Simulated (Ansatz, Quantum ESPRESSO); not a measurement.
# From contact to tunnelling: vacuum gaps between two Pb(100) faces, part 3 of 4

How fast does transmission decay with width? The series: vacuum gaps between two Pb(100) faces.

Quantum ESPRESSO 7.5; plane-wave DFT, LDA, GBRV ultrasoft pseudopotentials; cross-check by Ansatz 0.2.0 with PAW datasets.

So far. Step 2 (Self-consistent run, 3.5 Å): The run needed 9 iterations to bring the estimated error under 1e-07 Ry; the largest force on any atom, held or free, is 0.14 eV/Å.

### Step 4. Cross-check with Ansatz, 3.5 Å

As a check, the same structure is run in Ansatz.

Level of this step: plane-wave DFT, LDA, Ansatz PAW (Ansatz 0.2.0).

The input, input.yaml:

```yaml
crystal:
  lattice:
    - [3.5567471094, 0.0, 0.0]
    - [0.0, 3.5567471094, 0.0]
    - [0.0, 0.0, 31.165]
  atoms:
    - { symbol: Pb, position: [0.0, 0.0, 0.0] }
    - { symbol: Pb, position: [0.5, 0.5, 0.0806995026] }
    - { symbol: Pb, position: [0.0, 0.0, 0.1613990053] }
    - { symbol: Pb, position: [0.5, 0.5, 0.2420985079] }
    - { symbol: Pb, position: [0.0, 0.0, 0.3227980106] }
    - { symbol: Pb, position: [0.5, 0.5, 0.4034975132] }
    - { symbol: Pb, position: [0.0, 0.0, 0.5158029841] }
    - { symbol: Pb, position: [0.5, 0.5, 0.5965024868] }
    - { symbol: Pb, position: [0.0, 0.0, 0.6772019894] }
    - { symbol: Pb, position: [0.5, 0.5, 0.7579014921] }
    - { symbol: Pb, position: [0.0, 0.0, 0.8386009947] }
    - { symbol: Pb, position: [0.5, 0.5, 0.9193004974] }
kpoints:
  mp_grid: { grid: [7, 7, 1] }
hamiltonian:
  xc: lda
scf:
  occupations: { method: fermi_dirac, width: 0.1 }
  convergence: { dr2_threshold: 1.0e-08 }
output:
  transmission: { leads: [[0, 2]], e_range: [-0.4, 0.4], de: 0.4, kmesh: [8, 8] }
  write_potential: true
  write_density: true
  volumetric_format: npy
```

Command:

```
$ ansatz run input.yaml --threads 4 --pin off --max-ram 8192MiB --backend cpu --events-out ev --progress --plain --runs-dir out
```

Numbers of over 12 decimals in the logs are rounded to 6 here.

The log of the run:

```text
Engine: ansatz 0.2.0, aarch64-unknown-linux-gnu
Pseudopotentials: kind: paw
Pseudopotential: Pb, paw, valence charge 14, recommended cutoff 420 eV (normal), Pb.paw.azcp
Functional definition: SPW92
  exchange = slater_x
  correlation = pw_c
Crystal: 12 atoms, lattice volume = 394.251 Å³
Basis set: ecut = 420 eV, 7701 PW (Γ)
Bands: 101, of which v1, the nominal top of the filled ones, is band 84 counted from 1 (83 counted from 0)
Symmetry: 16 space group operations
Space group: P4/nmm (ITA 129), of the structure as read, at distance tolerance 7.3e-5 Å
k-points: 10 of 49
Non-local potential: Pb, projectors of the file, l = 0: 2, l = 1: 2, l = 2: 2, l = 3: 2
PAW form: soft (Blöchl's): semilocal exchange-correlation on the pseudo side does not see the compensation charge
PAW frozen core: Pb, regenerated for the run's functional, and the local potential with it (the file was generated under x = pbe(κ = 0.804, μ = 0.219515), c = pbe(β = 0.066725))
PAW one-centre angular grid: Pb, 590 points (default); XC on 64 Gauss nodes
Initial density: superposition of atomic densities (neutral atoms: chi_scale 0, normalization atom), corrected by the library's trained network
Initial wavefunctions: pseudopotential atomic-orbital guess
Functional: x = slater, c = lda
SCF iter   1: F=—  HF=-139227.506609 eV  |F-HF|=—  |Δ(HF+E_count)|=         —  Δρ=4.65e-3  dr2=9.78e-2  ethr=1.77e-3  ⟨swp⟩=7.1  Hψ=4091  notcnv=0  defer=6
preconditioner: auto → Kerker (q_TF=auto, 2.367 Å⁻¹)  [metal: Δε(μ)=0.048 eV  Ē_g=15.762 eV  σ=0.100 eV  W_gap=0.12  n_scr=82 (ndim 8)  ℏωp=24.2 eV  f_vac=0.000  D(μ)=7.14/eV (n_scr^D=28)]
SCF iter   2: F=—  HF=-139227.501015 eV  |F-HF|=—  |Δ(HF+E_count)|=   5.59e-3  Δρ=2.40e-3  dr2=3.63e-2  ethr=5.82e-5  ⟨swp⟩=1.3  Hψ=1251  notcnv=0  defer=9
SCF iter   3: F=—  HF=-139227.496428 eV  |F-HF|=—  |Δ(HF+E_count)|=   4.59e-3  Δρ=2.78e-4  dr2=3.74e-3  ethr=2.16e-5  ⟨swp⟩=2.0  Hψ=1752  notcnv=0  defer=9
SCF iter   4: F=—  HF=-139227.496297 eV  |F-HF|=—  |Δ(HF+E_count)|=   1.31e-4  Δρ=1.09e-4  dr2=3.31e-4  ethr=2.22e-6  ⟨swp⟩=2.0  Hψ=1057  notcnv=0  defer=9
SCF iter   5: F=—  HF=-139227.496300 eV  |F-HF|=—  |Δ(HF+E_count)|=   3.16e-6  Δρ=3.54e-5  dr2=3.97e-5  ethr=1.97e-7  ⟨swp⟩=1.7  Hψ=1034  notcnv=0  defer=9
SCF iter   6: F=—  HF=-139227.496309 eV  |F-HF|=—  |Δ(HF+E_count)|=   8.83e-6  Δρ=1.55e-5  dr2=2.43e-6  ethr=2.36e-8  ⟨swp⟩=2.6  Hψ=1501  notcnv=0  defer=9
SCF iter   7: F=—  HF=-139227.496528 eV  |F-HF|=—  |Δ(HF+E_count)|=   2.18e-4  Δρ=5.37e-6  dr2=2.28e-7  ethr=1.44e-9  ⟨swp⟩=2.6  Hψ=1811  notcnv=0  defer=9
SCF iter   8: F=—  HF=-139227.496528 eV  |F-HF|=—  |Δ(HF+E_count)|=   2.09e-8  Δρ=1.22e-6  dr2=1.76e-8  ethr=1.36e-10  ⟨swp⟩=2.0  Hψ=1090  notcnv=0  defer=9
SCF iter   9: F=-139227.496528 eV  HF=-139227.496528 eV  |F-HF|=4.95e-10  |Δ(HF+E_count)|=  2.62e-10  Δρ=3.93e-7  dr2=8.35e-10  ethr=5.95e-12  ⟨swp⟩=7.0  Hψ=2938  notcnv=0
SCF 1 converged in 9 iterations: F = -139227.496528 eV  dr2 = 8.35e-10
  greatest PAW one-centre occupation: 0.979 electrons in one spin orbital (limit 2), on the Pb atom at site 6 (counted from 0), in its partial waves of l = 2
transmission: 62 of 600 steps passed
transmission: 122 of 600 steps passed
[...]
transmission: 600 of 600 steps passed
SCF converged after 9 iterations
Free energy (F): -139227.496528 eV
Harris-Foulkes:  -139227.496528 eV  (|F-HF|=4.95e-10)
Internal energy: -139227.265483 eV  (E = F + TS)
E sigma→0 (E₀):  -139227.381005 eV
Entropy (-TS):   -0.231045 eV (-19.254 meV/atom)
Fermi energy:    9.471019 eV
--- Per-component energies (eV) ---
  E_band       = -675.708544
  E_kinetic    = 3463.875281
  E_local      = -13860.895290  (includes V_loc(G=0)·N_el)
  E_nonlocal   = 4243.142597
  E_hartree    = 5555.153558
  E_xc         = -2625.969268
  E_vxc        = -1597.417206  (∫ρ·V_xc dr)
  E_paw        = -121227.506550  (= ΣΔE_a)
  E_vpaw       = -4034.723348  (= ΣTr[D̂ρ^β])
  E_aug_tail   = 0.000549  (compensation charges beyond the density's cutoff)
  E_ewald      = -14774.133796
  E_core_change = -0.932563  (= ΣΔE_core)
  E_smearing   = -0.231045  (= −TS)
  E_closure    = 0.000000  (closes the sum)
  Σ components = -139227.496528   (vs F -139227.496528, Δ=0.00e0)
--- Band table (eV; the first three rows and the last of 10) ---
  k-point 0: bands = [... 80 lower, 11.4589, 11.6044, 11.6044, 11.8063, 11.8063, 12.1882, 12.1882, 12.4970, ... 13 higher]
  k-point 1: bands = [... 80 lower, 10.1331, 10.4482, 11.1078, 11.2687, 11.2902, 11.7213, 11.7478, 11.8876, ... 13 higher]
  k-point 2: bands = [... 80 lower, 8.6554, 8.8676, 9.3763, 9.4169, 10.0617, 10.3479, 11.2815, 11.3025, ... 13 higher]
  k-point 9: bands = [... 80 lower, 7.6015, 7.6303, 7.8690, 8.0562, 8.2112, 8.4988, 8.5566, 8.7041, ... 13 higher]
--- Transmission ---
  basis      : 109 plane waves across, 40 finite elements along
  points     : 15, standing for a mesh of 8 x 8
  energies   : 3 from -0.400000 to 0.400000 eV about the Fermi level, 0.400000 eV apart; the leads are filled to 0.000000 eV, and channels, transmission and decay are at 0.000000 eV
  crystal 0  : Pb2, at the sites [0, 2], period 5.0300 Å, over 30.18 Å; its Hamiltonian steps by up to 26.8 meV: too much for a lead, lay more layers or, if its atoms are ordered, name the step of that order
    offset         : up to 0.0000 Å between an atom of the period and one for which it stands
    channels       : 1.546875e0 a spin
    conductance    : none, the energies end too early or step too widely for 300 K: set another output.transmission.e_range or a lower de, or, where they end at an eighth of basis.ecutwfc, a higher one
    slowest decay  : 0.0732 /Å at (0.5000, 0.0000)
  junction   : crystal 0 to crystal 0, -0.56 to 25.58 Å
    transmission   : 9.759083e-1 a spin
    conductance    : none, the energies end too early or step too widely for 300 K: set another output.transmission.e_range or a lower de, or, where they end at an eighth of basis.ecutwfc, a higher one
```

It took 22 s on 4 threads of Arm Neoverse V1, shared host; peak memory 1.1 GiB.

Numbers from this step:

| Item | Value |
| --- | --- |
| free energy | -139227.4965 eV |
| energy at zero smearing | -139227.3810 eV |
| smearing term TS | 0.2310 eV |
| Fermi energy | 9.471 eV |
| symmetry operations | 16 |
| transmission at the Fermi level, one spin | 0.9759 |
| step of the lead's Hamiltonian over a period | 26.8 meV |

Per spin; mean over the k mesh across the current. Table of transmission, zone mean by energy, zero at the Fermi level:

```
energy (eV)  transmission, zone mean
     -0.400                    0.856
      0.000                    0.976
      0.400                    0.873
```

Per spin; mean over the k mesh across the current. Open channels, zone mean against energy, zero at the Fermi level:

```
energy (eV)  open channels, zone mean
     -0.400                      1.67
      0.000                      1.55
      0.400                      1.52
```

Ansatz finds T = 0.976 against pwcond's 0.968.

### Step 5. Ground state, 4.5 Å

Level of this step: plane-wave DFT, LDA, GBRV ultrasoft pseudopotentials (Quantum ESPRESSO 7.5).

The input, j1.scf.in:

```
&control
  prefix = 'j1.scf'
  outdir = './out'
  pseudo_dir = './pseudo'
  calculation = 'scf'
  tprnfor = .true.
/
&system
  ibrav = 0
  nat = 12
  ntyp = 1
  ecutwfc = 40
  ecutrho = 200
  occupations = 'smearing'
  smearing = 'mv'
  degauss = 0.01
/
&electrons
  conv_thr = 1e-07
  mixing_beta = 0.25
  electron_maxstep = 120
  mixing_mode = 'local-TF'
/
ATOMIC_SPECIES
  Pb  207.2000  pb_lda_v1.uspp.F.UPF
CELL_PARAMETERS angstrom
  3.55674710936833 0.00000000000000 0.00000000000000
  0.00000000000000 3.55674710936833 0.00000000000000
  0.00000000000000 0.00000000000000 32.16500000000000
ATOMIC_POSITIONS crystal
  Pb  0.000000000000 0.000000000000 0.000000000000
  Pb  0.500000000000 0.500000000000 0.078190579823
  Pb  0.000000000000 0.000000000000 0.156381159646
  Pb  0.500000000000 0.500000000000 0.234571739468
  Pb  0.000000000000 0.000000000000 0.312762319291
  Pb  0.500000000000 0.500000000000 0.390952899114
  Pb  0.000000000000 0.000000000000 0.530856521063
  Pb  0.500000000000 0.500000000000 0.609047100886
  Pb  0.000000000000 0.000000000000 0.687237680709
  Pb  0.500000000000 0.500000000000 0.765428260532
  Pb  0.000000000000 0.000000000000 0.843618840354
  Pb  0.500000000000 0.500000000000 0.921809420177
K_POINTS automatic
  7 7 1 0 0 0
```

Command:

```
$ OMP_NUM_THREADS=1 mpirun -n 4 pw.x -nk 2 -in j1.scf.in > j1.scf.out
```

The log of the run:

```text
[banner, memory and clock lines left out]
Program PWSCF v.7.5 starts
[...]
Message from routine setup:
[...]
number of electrons       =       168.00
     number of Kohn-Sham states=          101
     kinetic-energy cutoff     =      40.0000  Ry
     charge density cutoff     =     200.0000  Ry
[...]
number of k points=    10  Marzari-Vanderbilt smearing, width (Ry)=  0.0100
[...]
Dense  grid:   131029 G-vectors     FFT dimensions: (  32,  32, 288)
[...]
negative rho (up, down):  1.814E-01 0.000E+00
     Starting wfcs are  108 randomized atomic wfcs
[...]
negative rho (up, down):  1.808E-01 0.000E+00
[...]
estimated scf accuracy    <       0.18853090 Ry
[...]
negative rho (up, down):  1.789E-01 0.000E+00
[...]
estimated scf accuracy    <       0.13220423 Ry
[...]
negative rho (up, down):  1.804E-01 0.000E+00
[...]
estimated scf accuracy    <       0.00111236 Ry
[...]
negative rho (up, down):  1.821E-01 0.000E+00
[...]
estimated scf accuracy    <       0.00049519 Ry
[...]
negative rho (up, down):  1.839E-01 0.000E+00
[...]
estimated scf accuracy    <       0.00013282 Ry
[...]
negative rho (up, down):  1.840E-01 0.000E+00
[...]
estimated scf accuracy    <       0.00001098 Ry
[...]
negative rho (up, down):  1.837E-01 0.000E+00
[...]
estimated scf accuracy    <       0.00000737 Ry
[...]
negative rho (up, down):  1.837E-01 0.000E+00
[...]
estimated scf accuracy    <       0.00000070 Ry
[...]
negative rho (up, down):  1.837E-01 0.000E+00
[...]
estimated scf accuracy    <       0.00000030 Ry
[...]
negative rho (up, down):  1.838E-01 0.000E+00
[...]
estimated scf accuracy    <       0.00000029 Ry
[...]
negative rho (up, down):  1.838E-01 0.000E+00
[...]
estimated scf accuracy    <       0.00000027 Ry
[...]
negative rho (up, down):  1.838E-01 0.000E+00
[...]
estimated scf accuracy    <       0.00000023 Ry
[...]
negative rho (up, down):  1.838E-01 0.000E+00
[...]
estimated scf accuracy    <       0.00000011 Ry
[...]
negative rho (up, down):  1.838E-01 0.000E+00
[...]
the Fermi energy is     9.3121 ev
!    total energy              =   -1968.26669315 Ry
     estimated scf accuracy    <       0.00000010 Ry
     smearing contrib. (-TS)   =      -0.00067063 Ry
     internal energy E=F+TS    =   -1968.26602252 Ry
[...]
one-electron contribution =    -729.43447420 Ry
     hartree contribution      =     482.80411335 Ry
     xc contribution           =    -756.88740095 Ry
     ewald contribution        =    -964.74826072 Ry
     convergence has been achieved in  14 iterations
     negative rho (up, down):  1.838E-01 0.000E+00
[...]
Total force =     0.018937     Total SCF correction =     0.002487
[...]
```

It took 2.5 min on 4 MPI ranks; peak memory 0.97 GiB; 9.8 min of CPU time.

Numbers from this step:

```
free energy  : -26779.6326 eV
Fermi energy : 9.312 eV
```

### Step 6. Transmission with pwcond.x, 4.5 Å

The input, j1.cond.in:

```
&inputcond
  outdir = './out'
  prefixt = 'j1.scf'
  tran_file = 'j1.cond.dat'
  bdl = 1.4142135624
  bds = 9.0433755932
  ikind = 1
  ewind = 4.0
  epsproj = 1e-05
  nz1 = 7
  energy0 = 0.4
  denergy = -0.4
/
15
  0.00000000 0.00000000 0.01562500
  0.00000000 0.12500000 0.06250000
  0.00000000 0.25000000 0.06250000
  0.00000000 0.37500000 0.06250000
  0.00000000 0.50000000 0.03125000
  0.12500000 0.12500000 0.06250000
  0.12500000 0.25000000 0.12500000
  0.12500000 0.37500000 0.12500000
  0.12500000 0.50000000 0.06250000
  0.25000000 0.25000000 0.06250000
  0.25000000 0.37500000 0.12500000
  0.25000000 0.50000000 0.06250000
  0.37500000 0.37500000 0.06250000
  0.37500000 0.50000000 0.06250000
  0.50000000 0.50000000 0.01562500
3
```

Command:

```
$ OMP_NUM_THREADS=1 mpirun -n 4 pwcond.x -in j1.cond.in > j1.cond.out
```

The log of the run:

```text
[banner, memory and clock lines left out]
Program PWCOND v.7.5 starts
[citation notice left out]

[...]
./out/j1.scf.save/

[...]
negative rho (up, down):  1.838E-01 0.000E+00
     Reading collected, re-writing distributed wavefunctions

===== INPUT FILE containing all the regions =====

     GEOMETRY:

     lattice parameter (alat)  =       6.7213  a.u.
     the volume                =    2745.9089 (a.u.)^3
     the cross section         =      45.1756 (a.u.)^2
     l of the unit cell        =       9.0434 (alat)
[...]
-0.3833868  -0.0000161  -0.4000000
 Left moving states:
   k1(2pi/a)   k2(2pi/a)   E-Ef (eV)
   0.3833868  -0.0000161  -0.4000000
   0.3833868  -0.0000161  -0.4000000

 to transmit
 Band j to band i transmissions and reflections:
    j         i     |T_ij|^2    |R_ij|^2

    1 -->     1     0.02928     0.12501
    1 -->     2     0.00000     0.84571
   Total T_j, R_j =    0.02928  0.97072

    2 -->     1     0.00000     0.84571
    2 -->     2     0.02928     0.12501
   Total T_j, R_j =    0.02928  0.97072

E-Ef(ev), T(x2 spins) =   -0.4000000   0.1171370
   T_tot     0.40000      0.82411E+00
   T_tot     0.00000      0.73681E+00
   T_tot    -0.40000      0.61105E+00

[...]
```

Wall time 87 s (4 MPI ranks); peak memory 0.28 GiB.

This step gave:

| Item | Value |
| --- | --- |
| transmission at the Fermi level, one spin | 0.3684 |
| conductance | 0.3684 G₀ |

Per spin; mean over the k mesh across the current. Transmission, zone mean against energy, zero at the Fermi level:

```
energy (eV)  transmission, zone mean
     -0.400                    0.306
      0.000                    0.368
      0.400                    0.412
```

T goes from 0.968 to 0.368, a factor of 2.6.

### Step 7. Cross-check with Ansatz, 4.5 Å

Level of this step: plane-wave DFT, LDA, Ansatz PAW (Ansatz 0.2.0).

input.yaml, the sections that differ from step 4:

```yaml
crystal:
  lattice:
    - [3.5567471094, 0.0, 0.0]
    - [0.0, 3.5567471094, 0.0]
    - [0.0, 0.0, 32.165]
  atoms:
    - { symbol: Pb, position: [0.0, 0.0, 0.0] }
    - { symbol: Pb, position: [0.5, 0.5, 0.0781905798] }
    - { symbol: Pb, position: [0.0, 0.0, 0.1563811596] }
    - { symbol: Pb, position: [0.5, 0.5, 0.2345717395] }
    - { symbol: Pb, position: [0.0, 0.0, 0.3127623193] }
    - { symbol: Pb, position: [0.5, 0.5, 0.3909528991] }
    - { symbol: Pb, position: [0.0, 0.0, 0.5308565211] }
    - { symbol: Pb, position: [0.5, 0.5, 0.6090471009] }
    - { symbol: Pb, position: [0.0, 0.0, 0.6872376807] }
    - { symbol: Pb, position: [0.5, 0.5, 0.7654282605] }
    - { symbol: Pb, position: [0.0, 0.0, 0.8436188404] }
    - { symbol: Pb, position: [0.5, 0.5, 0.9218094202] }
# kpoints, hamiltonian, scf, output: as in step 4
```

Command:

```
$ ansatz run input.yaml --threads 4 --pin off --max-ram 8192MiB --backend cpu --events-out ev --progress --plain --runs-dir out
```

The log of the run:

```text
[...]
Crystal: 12 atoms, lattice volume = 406.902 Å³
Basis set: ecut = 420 eV, 7911 PW (Γ)
Bands: 101, of which v1, the nominal top of the filled ones, is band 84 counted from 1 (83 counted from 0)
Symmetry: 16 space group operations
[...]
k-points: 10 of 49
[...]
k-point 9: bands = [... 80 lower, 7.2312, 7.2426, 7.4442, 7.6886, 7.7418, 8.0470, 8.2258, 8.3917, ... 13 higher]
--- Transmission ---
  basis      : 109 plane waves across, 41 finite elements along
  points     : 15, standing for a mesh of 8 x 8
[...]
channels       : 1.546875e0 a spin
[...]
slowest decay  : 0.0732 /Å at (0.5000, 0.0000)
  junction   : crystal 0 to crystal 0, -0.56 to 26.58 Å
    transmission   : 3.701352e-1 a spin
[...]
[key lines of the parts left out:]
SCF converged after 8 iterations
Free energy (F): -139227.196486 eV
Fermi energy:    9.056418 eV
```

Run time: 24 s. Hardware: 4 threads; peak memory 1.1 GiB.

Numbers from this step:

```
free energy                                  : -139227.1965 eV
energy at zero smearing                      : -139227.0762 eV
smearing term TS                             : 0.2405 eV
Fermi energy                                 : 9.056 eV
transmission at the Fermi level, one spin    : 0.3701
step of the lead's Hamiltonian over a period : 44.2 meV
```

Per spin; mean over the k mesh across the current. Transmission, zone mean against energy, zero at the Fermi level:

```
energy (eV)  transmission, zone mean
     -0.400                    0.314
      0.000                    0.370
      0.400                    0.420
```

Ansatz finds T = 0.370 against pwcond's 0.368.

### Step 8. Self-consistent run, 5.5 Å

Level of this step: plane-wave DFT, LDA, GBRV ultrasoft pseudopotentials (Quantum ESPRESSO 7.5).

The input, j2.scf.in:

```
&control
  prefix = 'j2.scf'
  outdir = './out'
  pseudo_dir = './pseudo'
  calculation = 'scf'
  tprnfor = .true.
/
&system
  ibrav = 0
  nat = 12
  ntyp = 1
  ecutwfc = 40
  ecutrho = 200
  occupations = 'smearing'
  smearing = 'mv'
  degauss = 0.01
/
&electrons
  conv_thr = 1e-07
  mixing_beta = 0.25
  electron_maxstep = 120
  mixing_mode = 'local-TF'
/
ATOMIC_SPECIES
  Pb  207.2000  pb_lda_v1.uspp.F.UPF
CELL_PARAMETERS angstrom
  3.55674710936833 0.00000000000000 0.00000000000000
  0.00000000000000 3.55674710936833 0.00000000000000
  0.00000000000000 0.00000000000000 33.16500000000000
ATOMIC_POSITIONS crystal
  Pb  0.000000000000 0.000000000000 0.000000000000
  Pb  0.500000000000 0.500000000000 0.075832956430
  Pb  0.000000000000 0.000000000000 0.151665912860
  Pb  0.500000000000 0.500000000000 0.227498869290
  Pb  0.000000000000 0.000000000000 0.303331825720
  Pb  0.500000000000 0.500000000000 0.379164782150
  Pb  0.000000000000 0.000000000000 0.545002261420
  Pb  0.500000000000 0.500000000000 0.620835217850
  Pb  0.000000000000 0.000000000000 0.696668174280
  Pb  0.500000000000 0.500000000000 0.772501130710
  Pb  0.000000000000 0.000000000000 0.848334087140
  Pb  0.500000000000 0.500000000000 0.924167043570
K_POINTS automatic
  7 7 1 0 0 0
```

Command:

```
$ OMP_NUM_THREADS=1 mpirun -n 4 pw.x -nk 2 -in j2.scf.in > j2.scf.out
```

The log of the run:

```text
[banner, memory and clock lines left out]
Program PWSCF v.7.5 starts
[...]
Message from routine setup:
[...]
number of electrons       =       168.00
     number of Kohn-Sham states=          101
     kinetic-energy cutoff     =      40.0000  Ry
     charge density cutoff     =     200.0000  Ry
[...]
number of k points=    10  Marzari-Vanderbilt smearing, width (Ry)=  0.0100
[...]
Dense  grid:   135183 G-vectors     FFT dimensions: (  32,  32, 288)
[...]
negative rho (up, down):  1.847E-01 0.000E+00
     Starting wfcs are  108 randomized atomic wfcs
[...]
negative rho (up, down):  1.841E-01 0.000E+00
[...]
estimated scf accuracy    <       0.22322280 Ry
[...]
negative rho (up, down):  1.825E-01 0.000E+00
[...]
estimated scf accuracy    <       0.15993762 Ry
[...]
negative rho (up, down):  1.843E-01 0.000E+00
[...]
estimated scf accuracy    <       0.00154694 Ry
[...]
negative rho (up, down):  1.864E-01 0.000E+00
[...]
estimated scf accuracy    <       0.00120227 Ry
[...]
negative rho (up, down):  1.873E-01 0.000E+00
[...]
estimated scf accuracy    <       0.00021263 Ry
[...]
negative rho (up, down):  1.872E-01 0.000E+00
[...]
estimated scf accuracy    <       0.00007954 Ry
[...]
negative rho (up, down):  1.871E-01 0.000E+00
[...]
estimated scf accuracy    <       0.00004092 Ry
[...]
negative rho (up, down):  1.872E-01 0.000E+00
[...]
estimated scf accuracy    <       0.00000240 Ry
[...]
negative rho (up, down):  1.873E-01 0.000E+00
[...]
estimated scf accuracy    <       0.00000027 Ry
[...]
negative rho (up, down):  1.873E-01 0.000E+00
[...]
the Fermi energy is     8.9235 ev
!    total energy              =   -1968.25887672 Ry
     estimated scf accuracy    <       0.00000002 Ry
     smearing contrib. (-TS)   =      -0.00035786 Ry
     internal energy E=F+TS    =   -1968.25851886 Ry
[...]
one-electron contribution =   -1100.71875263 Ry
     hartree contribution      =     665.98985084 Ry
     xc contribution           =    -756.88601959 Ry
     ewald contribution        =    -776.64359748 Ry
     convergence has been achieved in  10 iterations
     negative rho (up, down):  1.873E-01 0.000E+00
[...]
Total force =     0.029227     Total SCF correction =     0.000478
[...]
```

It took 2 min on 4 MPI ranks; peak memory 0.82 GiB.

This step gave:

```
free energy  : -26779.5263 eV
Fermi energy : 8.924 eV
```

[end of part 3 of 4]

[Logs are printed without paths, hosts, clocks, repeated set-up lines and the standing remarks that a program may print on its own settings, such as how far it seeks lower states.]

[Hosts, paths, dates, database ids (printed as entryN), source tags and the programs' standing remarks are cut or masked in the printed files.]

[Maps of the electrostatic potential energy from Ansatz leave out the sawtooth potential of an applied field or a dipole correction, so their vacuum need not be flat; planar profiles and work functions include it.]
